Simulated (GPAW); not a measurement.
## GaP (F-43m): refractive index against wavelength

The refractive index of GaP (F-43m) below the direct gap (2.02 eV on the mesh) is read from one computed spectrum, n = √(Re ε).

Cell: a, b, c = 3.854, 3.854, 3.854 Å (primitive vectors), 2 atoms.

Method: GPAW 26.7.0, RPBE, RPA, k-mesh 16×16×16, local fields up to 50 eV, Lorentzian half width 0.1 eV.

Launch of the response step: `OMP_NUM_THREADS=1 python df.py`. The run took 27 s, its band step included, on 1 thread of AMD EPYC 9R45 96-Core Processor (Zen 5), on a shared host.

| wavelength (nm) | photon energy E (eV) | n |
| --- | --- | --- |
| 3000 | 0.413 | 3.0553 |
| 2000 | 0.620 | 3.0720 |
| 1550 | 0.800 | 3.0927 |
| 1310 | 0.946 | 3.1141 |
| 1064 | 1.165 | ? |

In the single-oscillator model n² − 1 = E₀E_d/(E₀² − E²), so 1/(n² − 1) = E₀/E_d − E²/(E₀E_d) is linear in E².

Working, on the rows shown:

| x = E² (eV²) | y = 1/(n² − 1) |
| --- | --- |
| 0.170801 | 0.119978 |
| 0.384302 | 0.118523 |
| 0.639837 | 0.116757 |
| 0.895757 | 0.114974 |

Means: x̄ = 0.52267, ȳ = 0.11756. Σ(x − x̄)(y − ȳ) = -0.002043, Σ(x − x̄)² = 0.2959. Slope = -0.002043 / 0.2959 = -0.006905; intercept = ȳ − slope · x̄ = 0.12117. Turned back into n, the line misses the rows shown by at most 0.00011.

**Question.** Fill in the last column of the withheld row.

**Answer.** At x = 1.3578 the line gives y = 0.11179, that is 3.1536. The run gave 3.1551, so the extrapolation is off by 0.0015, 1.5 % of the range in the table.

Refitted with all rows, the slope is -0.006997 and the intercept 0.12121. These give E₀ = √(intercept/−slope) = 4.16 eV and E_d = E₀/intercept = 34.3 eV; E₀ is 2.1 times the direct gap. The electronic limit at long wavelengths, without lattice vibrations, is n = √(1 + 1/intercept) = 3.041. Excitons are left out; RPBE gaps are as a rule too small. The values come from a sum over the points of one k-mesh and carry its error, which grows as the direct gap shrinks. Spin-orbit coupling is left out.
